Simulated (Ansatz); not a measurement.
# How the geometry moves the gap of MoS2 (P6_3/mmc), part 2 of 2

How far does the choice of cell move the gap? The case is MoS2 (P6_3/mmc).

Ansatz 0.2.0; PBE, HSE06 and G0W0, plane waves, PAW. Known limits of the many-body steps: short of the basis limit; no spin-orbit coupling; coarse k mesh.

So far. Step 4 (PBE at the relaxed cell): The gap is indirect, with the least direct gap 0.92 eV higher. The pressure of 4 GPa says that this functional would expand the cell; it is kept. Step 5 (HSE06 at the relaxed cell): The gap stands +0.55 eV against PBE.

The database entry behind the starting cell differs from other determinations of this structure, so it need not match the best structure at room temperature.

**6. G0W0 at the relaxed cell**

Now the one-shot GW correction: screening in the RPA, then the self-energy of the levels asked for.

This step: G0W0 on PBE, plane waves, PAW.

File input.yaml:

```yaml
crystal:
  lattice:
    - [3.1491610477, 0.0, 0.0]
    - [-1.5745805239, 2.7272534679, 0.0]
    - [0.0, 0.0, 12.0912228302]
  atoms:
    - { symbol: Mo, position: [0.3333333333, 0.6666666667, 0.25] }
    - { symbol: Mo, position: [0.6666666667, 0.3333333333, 0.75] }
    - { symbol: S, position: [0.3333333333, 0.6666666667, 0.6205030208] }
    - { symbol: S, position: [0.6666666667, 0.3333333333, 0.1205030208] }
    - { symbol: S, position: [0.3333333333, 0.6666666667, 0.8794969792] }
    - { symbol: S, position: [0.6666666667, 0.3333333333, 0.3794969792] }
kpoints:
  mp_grid: { grid: [6, 6, 2] }
hamiltonian:
  xc: pbe
scf:
  occupations: { method: fixed }
gw:
  n_empty_bands: 382
  ecut_chi: 138
  qp_bands: [v2, c2]
  qp_kpoints: band_edges
  screening: { model: contour_deformation }
```

Launch:

```
$ ansatz run input.yaml --threads 3 --pin off --max-ram 64512MiB --backend cuda --events-out ev --progress --plain --runs-dir out --devices 1 --max-vram 24GiB
```

Log:

```text
GPUs: using 1 of 1 available (devices: 1).
[...]
GPU FFT provider: cuFFT
GPU libraries: cuBLAS 13.8.2, cuFFT 12.4.0, cuSOLVER 12.3.4
Crystal: 6 atoms, lattice volume = 103.846 Å³
Basis set: ecut = 420 eV, 2009 PW (Γ)
Bands: 32, of which v1, the nominal top of the filled ones, is band 26 counted from 1 (25 counted from 0)
Symmetry: 24 space group operations
[...]
k-points: 14 of 72
[...]
1    28     13.5546   -13.7550    -4.3488   -18.4686  0.7412    13.9220    13.9194  root
[...]
13    25     10.7131   -19.2545     0.4763   -18.7748  0.7407    10.7096    10.7096  root
    13    26     10.7131   -19.2545     0.4763   -18.7748  0.7407    10.7096    10.7096  root
    13    27     12.5289   -16.1346    -4.0140   -20.5854  0.7349    12.9688    12.9657  root
    13    28     12.5289   -16.1346    -4.0140   -20.5854  0.7349    12.9688    12.9657  root
[key lines of the parts left out:]
SCF converged after 7 iterations
Free energy (F): -13525.472183 eV
Fermi energy:    11.469493 eV
```

Elapsed: 17 s, on 1 × NVIDIA H100 80GB HBM3 (shared by 3 runs) with 3 threads of AMD EPYC 7R13 (Zen 3), shared host; peak memory 1.6 GiB; 29 s of CPU time.

Read from the output:

| Item | Value |
| --- | --- |
| bands summed | 408 |
| RPA ε∞ on this mesh (eigenvalues) | 6.927, 15.22, 15.22 |
| plane waves in the screening matrix | 341 |
| G0W0 gap on the mesh | 1.130 eV |
| k of the valence top | 0, 0, 0 |
| k of the conduction bottom | 0.1667, 0.1667, 0 |
| starting gap on the mesh | 0.7862 eV |
| least direct G0W0 gap on the computed points | 2.127 eV |

The gap on the mesh goes from 0.79 eV to 1.13 eV, a correction of +0.34 eV. Between the two edge states, bare exchange in place of the xc potential would open the gap by 4.71 eV, and correlation takes back 4.36 eV.

**7. G0W0 at the given cell**

File input.yaml:

```yaml
crystal:
  lattice:
    - [3.169, 0.0, 0.0]
    - [-1.5845, 2.7444345046, 0.0]
    - [0.0, 0.0, 12.324]
  atoms:
    - { symbol: Mo, position: [0.3333333333, 0.6666666667, 0.25] }
    - { symbol: Mo, position: [0.6666666667, 0.3333333333, 0.75] }
    - { symbol: S, position: [0.3333333333, 0.6666666667, 0.623] }
    - { symbol: S, position: [0.6666666667, 0.3333333333, 0.123] }
    - { symbol: S, position: [0.3333333333, 0.6666666667, 0.877] }
    - { symbol: S, position: [0.6666666667, 0.3333333333, 0.377] }
kpoints:
  mp_grid: { grid: [6, 6, 2] }
hamiltonian:
  xc: pbe
scf:
  occupations: { method: fixed }
gw:
  n_empty_bands: 394
  ecut_chi: 138
  qp_bands: [v2, c2]
  qp_kpoints: band_edges
  screening: { model: contour_deformation }
```

Log:

```text
GPUs: using 1 of 1 available (devices: 1).
[...]
GPU FFT provider: cuFFT
GPU libraries: cuBLAS 13.8.2, cuFFT 12.4.0, cuSOLVER 12.3.4
Crystal: 6 atoms, lattice volume = 107.183 Å³
Basis set: ecut = 420 eV, 2081 PW (Γ)
Bands: 32, of which v1, the nominal top of the filled ones, is band 26 counted from 1 (25 counted from 0)
Symmetry: 24 space group operations
[...]
k-points: 14 of 72
[...]
1    28     12.9998   -13.7331    -4.3494   -18.4521  0.7386    13.3722    13.3694  root
[...]
13    25     10.2018   -19.2682     0.4504   -18.8105  0.7376    10.1944    10.1944  root
    13    26     10.2018   -19.2682     0.4504   -18.8105  0.7376    10.1944    10.1944  root
    13    27     11.9456   -16.1207    -3.9845   -20.5422  0.7317    12.3858    12.3826  root
    13    28     11.9456   -16.1207    -3.9845   -20.5422  0.7317    12.3858    12.3826  root
[key lines of the parts left out:]
SCF converged after 7 iterations
Free energy (F): -13525.540647 eV
Fermi energy:    10.896774 eV
```

It took 31 s on 1 × NVIDIA H100 80GB HBM3 (shared by 3 runs) with 3 threads; peak memory 1.7 GiB.

Numbers from this step:

```yaml
bands_summed: 420
rpa_eps_infinity_on_this_mesh_eigenvalues: 6.235, 15.08, 15.08
plane_waves_in_the_screening_matrix: 341
g0w0_gap_on_the_mesh: 1.235 eV
k_of_the_valence_top: 0, 0, 0
k_of_the_conduction_bottom: 0.1667, 0.1667, 0
starting_gap_on_the_mesh: 0.8857 eV
least_direct_g0w0_gap_on_the_computed_points: 2.086 eV
```

The gap on the mesh goes from 0.89 eV to 1.24 eV, a correction of +0.35 eV. Between the two edge states, bare exchange in place of the xc potential would open the gap by 4.75 eV, and correlation takes back 4.40 eV.

**8. Together**

G0W0 rows are gaps on the mesh, lowered where the mesh misses an edge of the band path.

| level | given cell (eV) | relaxed cell (eV) | change (eV) |
| --- | --- | --- | --- |
| PBE | 0.88 | 0.79 | −0.10 |
| HSE06 | - | 1.33 | - |
| G0W0@PBE | 1.24 | 1.13 | −0.11 |

**9. Outcome**

```json
{
 "volume change": "−3.1 %",
 "PBE, given cell": "0.88 eV",
 "PBE, relaxed cell": "0.79 eV",
 "HSE06, relaxed cell": "1.33 eV",
 "G0W0@PBE, relaxed cell": "1.13 eV",
 "G0W0@PBE, given cell": "1.24 eV",
 "known limits": "short of the basis limit; no spin-orbit coupling; coarse k mesh"
}
```

Relaxation changes the volume by −3.1 % and the gap by −0.10 eV (PBE) and −0.11 eV (G0W0@PBE). Bands and cutoff are finite, so the gap stands short of the basis limit, usually by up to a few tenths of an eV; the mesh is an error of its own. The 6×6×2 mesh is coarse for this cell (its supercell is 19 Å along the shortest edge). The RPA ε∞ on it, from the PBE start, is 6.23 and 15.08; such meshes misread the long-range screening, most where the gap is narrow. The many-body steps are scalar-relativistic: spin-orbit coupling is not in them.

[Long decimals in the printed logs are rounded to 6 places.]

[Logs are printed without paths, hosts, clocks, repeated set-up lines and the standing remarks that a program may print on its own settings, such as how far it seeks lower states.]

[Paths, hosts, dates, memory and timing lines, banners, echoed tables and standing remarks are left out of the program output; an Ansatz launch command may be rebuilt from the run's recorded settings. Measured values are a selection of at most five: reports struck by readers or far from the other reports are left out. None is set beside runs whose start may be inverted or whose files or cutoffs have a known fault.]

[Runs of the session that timed out or met a known fault of the program may be left out.]

[Cells called generated may have been cut or substituted from an entry of the Crystallography Open Database or the Materials Project.]

[Hosts, paths, dates, database ids (printed as entryN), source tags and the programs' standing remarks are cut or masked in the printed files.]

[Where the starting crystal was built by hand or by swapping elements, it need not be the compound's stable phase.]
